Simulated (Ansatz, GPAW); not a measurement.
# Screening of a field by Y2NOS MXene monolayer, part 2 of 2

Wanted: the out-of-plane polarisability of Y2NOS MXene monolayer.

GPAW 26.7.0 and Ansatz 0.2.0; Ansatz plane waves; layer without images along its normal, relaxation of atoms and in-plane cell (the session's first sound run).

So far. Step 2 (Relaxing the atoms): The relaxation lowered the energy of the cell by 1.69 eV.

**3. Plane waves, PBE**

With the geometry fixed, the planar mean of the potential gives the vacuum level on each side.

This step: GPAW, PAW setups; slab in vacuum (GPAW 26.7.0).

The cell differs from the one that the last finished run ended in (c 35.694 → 23.545 Å).

run.py

```python
import json
import numpy as np
from ase import Atoms
from gpaw import GPAW, PW

slab = Atoms(
    ['S', 'Y', 'N', 'Y', 'O'],
    positions=[
        [-0.00000, 2.04106, 9.00000],
        [1.76761, 1.02053, 10.95604],
        [0.00000, -0.00000, 12.09903],
        [-0.00000, 2.04106, 13.82659],
        [1.76761, 1.02053, 14.54481]],
    cell=[[3.53522, 0.0, -0.0], [-1.76761, 3.06159, -0.0], [-0.0, -0.0, 23.5448]],
    pbc=[True, True, False],
    magmoms=[0.0, 1.0, 0.0, 1.0, 0.0])

slab.calc = GPAW(mode=PW(500), xc='PBE', kpts={'size': (9, 9, 1), 'gamma': True},
                 occupations={'name': 'fermi-dirac', 'width': 0.05}, nbands='160%',
                 convergence={'density': 1e-05}, maxiter=200,
                 poissonsolver={'dipolelayer': 'xy'},
                 symmetry={'tolerance': 1e-3}, txt='slab.txt')
result = {}
energy = slab.get_potential_energy()
fermi = slab.calc.get_fermi_level()
v = slab.calc.get_electrostatic_potential().mean((0, 1)) - fermi
n = slab.calc.get_pseudo_density().mean((0, 1))
L = slab.cell[2, 2]
z = np.arange(len(v)) * L / len(v)
low, high = slab.positions[:, 2].min(), slab.positions[:, 2].max()
below, above = np.interp([low - 6.8, high + 6.8], z, v)
slopes = [np.interp(x, z, np.gradient(v, z)) for x in (low - 6.8, high + 6.8)]
eps = np.array([[slab.calc.get_eigenvalues(k, s) for k in range(len(slab.calc.get_ibz_k_points()))]
                for s in range(slab.calc.get_number_of_spins())]) - fermi
top, bottom = eps[eps < 0].max(), eps[eps > 0].min()
dipole = slab.get_dipole_moment()[2]
print(f'energy {energy:.4f} eV, Fermi level {fermi:.4f} eV, dipole {dipole:.5f} e A')
print(f'potential 6.8 A off the faces, from the Fermi level: lower {below:.4f} eV, upper {above:.4f} eV')
print(f'slope of the potential there: lower {slopes[0]:.5f}, upper {slopes[1]:.5f} eV/A')
print(f'nearest levels on the mesh: {top:.4f} and {bottom:.4f} eV')
print('magnetic moment', round(slab.get_magnetic_moment(), 3))
result.update(energy=energy, fermi=fermi, dipole=dipole, below=below, above=above, slopes=slopes, edges=[top, bottom],
              z=z.tolist(), v=v.tolist(), n=n.tolist(), positions=slab.positions.tolist(),
              forces=slab.get_forces(apply_constraint=False).tolist(), moments=slab.get_magnetic_moments().tolist())
json.dump(result, open('result.json', 'w'))
```

Started as:

```sh
> OMP_NUM_THREADS=1 OPENBLAS_NUM_THREADS=1 python run.py
```

The log of the run:

```text
energy -35.7022 eV, Fermi level -2.4709 eV, dipole 0.07990 e A
potential 6.8 A off the faces, from the Fermi level: lower 7.2897 eV, upper 5.9494 eV
slope of the potential there: lower -0.00058, upper 0.00031 eV/A
nearest levels on the mesh: -0.0536 and 0.0825 eV
magnetic moment 0.0
```

Wall time 76 s (1 thread of AMD EPYC 9R14 (Zen 4), shared host); peak memory 0.38 GiB.

This step gave:

```
dipole along the normal                    : 0.07990 e·Å
levels nearest the Fermi level on the mesh : -0.05362, 0.08245 eV from the Fermi level
upper work function                        : 5.949 eV
lower work function                        : 7.290 eV
sum of the site moments                    : 0 μB
```

The electrostatic potential energy of an electron (without an applied field's), less the Fermi level, planar mean oscillates, so the rows of the table below give means over windows of 0.5 Å about each position, cut where the curve ends. Its maxima inside the range that stand out by 2 % of the span (Å: eV): 0.57: 7.29, 9.79: -0.178, 11.77: -5.58, 12.71: 0.378. Its minima: 9.04: -12.9, 10.92: -16.6, 12.05: -8.05, 13.84: -16.7.

Table of electrostatic potential energy of an electron (without an applied field's), less the Fermi level, planar mean by z; means over each step:

z (Å), electrostatic potential energy of an electron (without an applied field's), less the Fermi level, planar mean (eV) and a bar from the least value:
```
      0.0        6.9 #############################
      0.5        7.2 ##############################
      1.0        7.3 ##############################
      1.5        7.3 ##############################
      2.0        7.3 ##############################
      2.5        7.3 ##############################
      3.0        7.3 ##############################
      3.5        7.3 ##############################
      4.0        7.3 ##############################
      4.5        7.3 ##############################
      5.0        7.3 ##############################
      5.5        7.3 ##############################
      6.0        7.3 ##############################
      6.5        7.3 ##############################
      7.0        7.2 ##############################
      7.5        6.9 #############################
      8.0        5.2 ###########################
      8.5       -1.5 ###################
      9.0      -11.2 ######
      9.5       -3.6 ################
     10.0       -1.2 ###################
     10.5       -9.1 #########
     11.0      -15.4 
     11.5       -8.2 ##########
     12.0       -6.9 ###########
     12.5       -1.5 ##################
     13.0       -1.9 ##################
     13.5      -11.5 #####
     14.0      -15.6 
     14.5      -11.0 ######
     15.0        0.0 ####################
     15.5        4.8 ###########################
     16.0        5.7 ############################
     16.5        5.9 ############################
     17.0        5.9 ############################
     17.5        5.9 ############################
     18.0        5.9 ############################
     18.5        5.9 ############################
     19.0        5.9 ############################
     19.5        5.9 ############################
     20.0        5.9 ############################
     20.5        5.9 ############################
     21.0        5.9 ############################
     21.5        5.9 ############################
     22.0        5.9 ############################
     22.5        5.9 ############################
     23.0        6.0 ############################
```

The pseudo valence density, planar mean oscillates, so the rows of the table below give means over windows of 1 Å about each position, cut where the curve ends. Its maxima inside the range that stand out by 2 % of the span (Å: e/Å³): 8.7: 0.334, 9.4: 0.355, 10.9: 0.853, 11.9: 0.555, 13.9: 0.964. Its minima: 9.0: 0.303, 10.0: 0.229, 11.7: 0.528, 12.8: 0.240.

The pseudo valence density, planar mean by z; means over each step:

```csv
z (Å),"pseudo valence density, planar mean (e/Å³)"
5,1.2e-5
6,2.8e-4
7,0.00660
8,0.122
9,0.326
10,0.296
11,0.697
12,0.514
13,0.340
14,0.880
15,0.402
16,0.0186
17,7.9e-4
18,3.7e-5
```

Force by atom:

| atom | x (eV/Å) | y (eV/Å) | z (eV/Å) | size |
| --- | --- | --- | --- | --- |
| S1 | 0.000 | 0.000 | 0.023 | 0.023 |
| Y2 | 0.000 | 0.000 | 0.000 | 0.000 |
| N3 | 0.000 | 0.000 | -0.063 | 0.063 |
| Y4 | 0.000 | 0.000 | 0.047 | 0.047 |
| O5 | 0.000 | 0.000 | -0.148 | 0.148 |

The potential is flat to 5.8e-4 eV/Å where it is read, so the vacuum is wide enough. The geometry is the other program's minimum; here the largest force on a free atom is 0.15 eV/Å.

**4. Field on**

A uniform field along the normal polarises the slab; the atoms stay fixed, so this is the electronic response alone.

run.py: that of step 3 with these lines changed.

```diff
@@ -4,2 +4,3 @@
 from gpaw import GPAW, PW
+from gpaw.external import ConstantElectricField
 
@@ -21,2 +22,3 @@
                  poissonsolver={'dipolelayer': 'xy'},
+                 external=ConstantElectricField(-0.2, [0, 0, 1]),
                  symmetry={'tolerance': 1e-3}, txt='slab.txt')
```

The log of the run:

```text
energy -35.6945 eV, Fermi level -2.4146 eV, dipole -0.00055 e A
potential 6.8 A off the faces, from the Fermi level: lower 6.5487 eV, upper 6.5584 eV
slope of the potential there: lower -0.00059, upper 0.00031 eV/A
nearest levels on the mesh: -0.0520 and 0.0829 eV
magnetic moment 0.0
```

It took 3.4 min on 1 thread; peak memory 0.66 GiB.

Numbers from this step:

| Quantity | Value |
| --- | --- |
| dipole along the normal | -5.49e-4 e·Å |
| levels nearest the Fermi level on the mesh | -0.05198, 0.08290 eV from the Fermi level |
| potential below the slab, the applied field's own ramp left out | 6.549 eV from the Fermi level |
| potential above the slab, the applied field's own ramp left out | 6.558 eV from the Fermi level |

The electrostatic potential energy of an electron (without an applied field's), less the Fermi level, planar mean oscillates, so the rows of the table below give means over windows of 1 Å about each position, cut where the curve ends. Its maxima inside the range that stand out by 2 % of the span (Å: eV): 9.9: -0.573, 11.8: -5.59, 12.7: 0.533. Its minima: 9.0: -13.4, 10.9: -16.8, 12.1: -8.01, 13.8: -16.4.

Electrostatic potential energy of an electron (without an applied field's), less the Fermi level, planar mean against z; means over each step:

| z (Å) | electrostatic potential energy of an electron (without an applied field's), less the Fermi level, planar mean (eV) |
| --- | --- |
| 0 | 6.55 |
| 1 | 6.55 |
| 2 | 6.55 |
| 3 | 6.55 |
| 4 | 6.55 |
| 5 | 6.55 |
| 6 | 6.54 |
| 7 | 6.44 |
| 8 | 3.95 |
| 9 | -8.65 |
| 10 | -2.87 |
| 11 | -13.4 |
| 12 | -5.71 |
| 13 | -2.97 |
| 14 | -14.2 |
| 15 | -0.711 |
| 16 | 6.22 |
| 17 | 6.54 |
| 18 | 6.56 |
| 19 | 6.56 |
| 20 | 6.56 |
| 21 | 6.56 |
| 22 | 6.56 |
| 23 | 6.56 |

Force by atom:

| atom | x (eV/Å) | y (eV/Å) | z (eV/Å) | size |
| --- | --- | --- | --- | --- |
| S1 | 0.0000 | 0.0000 | 0.0187 | 0.0187 |
| Y2 | 0.0000 | 0.0000 | -0.0227 | 0.0227 |
| N3 | 0.0000 | 0.0000 | -0.0003 | 0.0003 |
| Y4 | -0.0001 | 0.0001 | -0.0820 | 0.0820 |
| O5 | -0.0002 | 0.0000 | -0.0525 | 0.0525 |

The dipole is now -5.5e-4 e Å, against 0.080 in the run without a field.

**5. Field on**

run.py: that of step 4 with these lines changed.

```diff
@@ -22,3 +22,3 @@
                  poissonsolver={'dipolelayer': 'xy'},
-                 external=ConstantElectricField(-0.2, [0, 0, 1]),
+                 external=ConstantElectricField(-0.1, [0, 0, 1]),
                  symmetry={'tolerance': 1e-3}, txt='slab.txt')
```

The log of the run:

```text
energy -35.6964 eV, Fermi level -2.4424 eV, dipole 0.03986 e A
potential 6.8 A off the faces, from the Fermi level: lower 6.9189 eV, upper 6.2531 eV
slope of the potential there: lower -0.00059, upper 0.00031 eV/A
nearest levels on the mesh: -0.0528 and 0.0828 eV
magnetic moment 0.0
```

Run time: 3.4 min. Hardware: 1 thread; peak memory 0.66 GiB.

Numbers from this step:

```
dipole along the normal                                         : 0.03986 e·Å
levels nearest the Fermi level on the mesh                      : -0.05277, 0.08276 eV from the Fermi level
potential below the slab, the applied field's own ramp left out : 6.919 eV from the Fermi level
potential above the slab, the applied field's own ramp left out : 6.253 eV from the Fermi level
```

The electrostatic potential energy of an electron (without an applied field's), less the Fermi level, planar mean oscillates, so the rows of the table below give means over windows of 0.5 Å about each position, cut where the curve ends. Its maxima inside the range that stand out by 2 % of the span (Å: eV): 9.79: -0.376, 11.77: -5.59, 12.71: 0.455. Its minima: 9.04: -13.2, 10.92: -16.7, 12.05: -8.03, 13.84: -16.6.

Table of electrostatic potential energy of an electron (without an applied field's), less the Fermi level, planar mean by z; means over each step:

z (Å), electrostatic potential energy of an electron (without an applied field's), less the Fermi level, planar mean (eV) and a bar from the least value:
```
      0.0        6.7 ##############################
      0.5        6.9 ##############################
      1.0        6.9 ##############################
      1.5        6.9 ##############################
      2.0        6.9 ##############################
      2.5        6.9 ##############################
      3.0        6.9 ##############################
      3.5        6.9 ##############################
      4.0        6.9 ##############################
      4.5        6.9 ##############################
      5.0        6.9 ##############################
      5.5        6.9 ##############################
      6.0        6.9 ##############################
      6.5        6.9 ##############################
      7.0        6.8 ##############################
      7.5        6.5 #############################
      8.0        4.9 ###########################
      8.5       -1.8 ##################
      9.0      -11.4 #####
      9.5       -3.8 ################
     10.0       -1.4 ###################
     10.5       -9.2 ########
     11.0      -15.5 
     11.5       -8.2 ##########
     12.0       -6.9 ############
     12.5       -1.5 ###################
     13.0       -1.8 ##################
     13.5      -11.3 ######
     14.0      -15.4 
     14.5      -10.8 ######
     15.0        0.2 #####################
     15.5        5.1 ############################
     16.0        6.0 #############################
     16.5        6.2 #############################
     17.0        6.2 #############################
     17.5        6.2 #############################
     18.0        6.3 #############################
     18.5        6.3 #############################
     19.0        6.3 #############################
     19.5        6.3 #############################
     20.0        6.3 #############################
     20.5        6.3 #############################
     21.0        6.3 #############################
     21.5        6.3 #############################
     22.0        6.3 #############################
     22.5        6.3 #############################
     23.0        6.3 #############################
```

Force by atom:

| atom | x (eV/Å) | y (eV/Å) | z (eV/Å) | size |
| --- | --- | --- | --- | --- |
| S1 | 0.000 | 0.000 | 0.021 | 0.021 |
| Y2 | 0.000 | 0.000 | -0.012 | 0.012 |
| N3 | 0.000 | 0.000 | -0.031 | 0.031 |
| Y4 | 0.000 | 0.000 | -0.017 | 0.017 |
| O5 | 0.000 | 0.000 | -0.100 | 0.100 |

The dipole is now 0.0399 e Å, against 0.080 in the run without a field.

**6. In a field**

run.py: that of step 5 with these lines changed.

```diff
@@ -22,3 +22,3 @@
                  poissonsolver={'dipolelayer': 'xy'},
-                 external=ConstantElectricField(-0.1, [0, 0, 1]),
+                 external=ConstantElectricField(-0.05, [0, 0, 1]),
                  symmetry={'tolerance': 1e-3}, txt='slab.txt')
```

The log of the run:

```text
energy -35.6988 eV, Fermi level -2.4568 eV, dipole 0.05999 e A
potential 6.8 A off the faces, from the Fermi level: lower 7.1041 eV, upper 6.1017 eV
slope of the potential there: lower -0.00058, upper 0.00031 eV/A
nearest levels on the mesh: -0.0532 and 0.0826 eV
magnetic moment 0.0
```

It took 3.5 min on 1 thread; peak memory 0.66 GiB.

**7. Field on**

run.py: that of step 6 with these lines changed.

```diff
@@ -22,3 +22,3 @@
                  poissonsolver={'dipolelayer': 'xy'},
-                 external=ConstantElectricField(-0.05, [0, 0, 1]),
+                 external=ConstantElectricField(0.05, [0, 0, 1]),
                  symmetry={'tolerance': 1e-3}, txt='slab.txt')
```

The log of the run:

```text
energy -35.7067 eV, Fermi level -2.4853 eV, dipole 0.10039 e A
potential 6.8 A off the faces, from the Fermi level: lower 7.4754 eV, upper 5.7977 eV
slope of the potential there: lower -0.00058, upper 0.00031 eV/A
nearest levels on the mesh: -0.0541 and 0.0823 eV
magnetic moment 0.0
```

Elapsed: 3.5 min, on 1 thread; peak memory 0.65 GiB.

**8. In a field**

run.py: that of step 7 with these lines changed.

```diff
@@ -22,3 +22,3 @@
                  poissonsolver={'dipolelayer': 'xy'},
-                 external=ConstantElectricField(0.05, [0, 0, 1]),
+                 external=ConstantElectricField(0.1, [0, 0, 1]),
                  symmetry={'tolerance': 1e-3}, txt='slab.txt')
```

The log of the run:

```text
energy -35.7122 eV, Fermi level -2.4996 eV, dipole 0.12059 e A
potential 6.8 A off the faces, from the Fermi level: lower 7.6613 eV, upper 5.6458 eV
slope of the potential there: lower -0.00058, upper 0.00031 eV/A
nearest levels on the mesh: -0.0545 and 0.0821 eV
magnetic moment 0.0
```

Run time: 3.5 min. Hardware: 1 thread; peak memory 0.66 GiB.

The dipole is now 0.121 e Å, against 0.080 in the run without a field.

**9. In a field**

run.py: that of step 8 with these lines changed.

```diff
@@ -22,3 +22,3 @@
                  poissonsolver={'dipolelayer': 'xy'},
-                 external=ConstantElectricField(0.1, [0, 0, 1]),
+                 external=ConstantElectricField(0.2, [0, 0, 1]),
                  symmetry={'tolerance': 1e-3}, txt='slab.txt')
```

The log of the run:

```text
energy -35.7261 eV, Fermi level -2.5284 eV, dipole 0.16104 e A
potential 6.8 A off the faces, from the Fermi level: lower 8.0339 eV, upper 5.3422 eV
slope of the potential there: lower -0.00058, upper 0.00031 eV/A
nearest levels on the mesh: -0.0555 and 0.0816 eV
magnetic moment 0.0
```

Wall time 3.6 min (1 thread); peak memory 0.66 GiB.

The dipole is now 0.161 e Å, against 0.080 in the run without a field.

**10. Field on**

run.py: that of step 9 with these lines changed.

```diff
@@ -22,3 +22,3 @@
                  poissonsolver={'dipolelayer': 'xy'},
-                 external=ConstantElectricField(0.2, [0, 0, 1]),
+                 external=ConstantElectricField(0.3, [0, 0, 1]),
                  symmetry={'tolerance': 1e-3}, txt='slab.txt')
```

The log of the run:

```text
energy -35.7441 eV, Fermi level -2.5573 eV, dipole 0.20151 e A
potential 6.8 A off the faces, from the Fermi level: lower 8.4072 eV, upper 5.0389 eV
slope of the potential there: lower -0.00058, upper 0.00032 eV/A
nearest levels on the mesh: -0.0565 and 0.0810 eV
magnetic moment 0.0
```

Wall time 3.5 min (1 thread); peak memory 0.65 GiB.

Table of electrostatic potential energy of an electron (without an applied field's), less the Fermi level, planar mean by z:

```csv
z (Å),"electrostatic potential energy of an electron (without an applied field's), less the Fermi level, planar mean (eV)"
0.0,6.72
0.5,8.41
1.0,8.41
1.5,8.41
2.0,8.41
2.5,8.41
3.0,8.41
3.5,8.41
4.0,8.41
4.5,8.41
5.0,8.41
5.5,8.40
6.0,8.40
6.5,8.39
7.0,8.32
7.5,8.00
8.0,6.50
8.5,-0.0569
9.0,-12.0
9.5,-2.30
10.0,-0.196
10.5,-8.60
11.0,-16.2
11.5,-7.46
12.0,-7.70
12.5,-1.05
13.0,-1.77
13.5,-12.1
14.0,-16.5
14.5,-12.7
15.0,-0.195
15.5,4.06
16.0,4.84
16.5,5.00
17.0,5.03
17.5,5.04
18.0,5.04
18.5,5.04
19.0,5.04
19.5,5.04
20.0,5.04
20.5,5.04
21.0,5.04
21.5,5.04
22.0,5.04
22.5,5.04
23.0,5.04
```

The dipole is now 0.202 e Å, against 0.080 in the run without a field.

**11. The series**

The members are put on one axis.

This step: induced dipole against applied field (GPAW 26.7.0).

Table of dipole along the normal by field:

| field (V/Å) | dipole along the normal (e·Å) |
| --- | --- |
| -0.200 | -5.5e-4 |
| -0.100 | 0.0399 |
| -0.050 | 0.0600 |
| 0.000 | 0.0799 |
| 0.050 | 0.100 |
| 0.100 | 0.121 |
| 0.200 | 0.161 |
| 0.300 | 0.202 |

**12. What came out**

* work function, upper and lower face: 5.949 and 7.290 eV
* dipole along the normal: 0.0799 e Å
* induced dipole per field: 0.404 e Å per V/Å
* out-of-plane polarisability per area, α/(ε0 A): 6.76 Å

**Reading.** The field induces 0.404 e Å per V/Å, a polarisable thickness α/(ε0 A) of 6.76 Å beside 5.54 Å between the outermost nuclei. A perfect conductor would give the distance between its two image planes; a dielectric of thickness t gives t(1 - 1/ε). The two faces differ by 1.3 eV, the step that the slab's dipole makes (e p/(ε0 A) gives 1.3 eV), so the dipole layer is needed. The induced dipole is linear in the field over this range. The starting lattice was a guess from atomic radii; the relaxation moved it by 4 %. One magnetic start was tried; another order may lie lower. The layer's cell and atoms come from the relaxation; spin-orbit coupling and temperature are left out.

[Logs are printed without paths, hosts, clocks, repeated set-up lines and the standing remarks that a program may print on its own settings, such as how far it seeks lower states.]

[Hosts, paths, dates, database ids (printed as entryN), source tags and the programs' standing remarks are cut or masked in the printed files.]
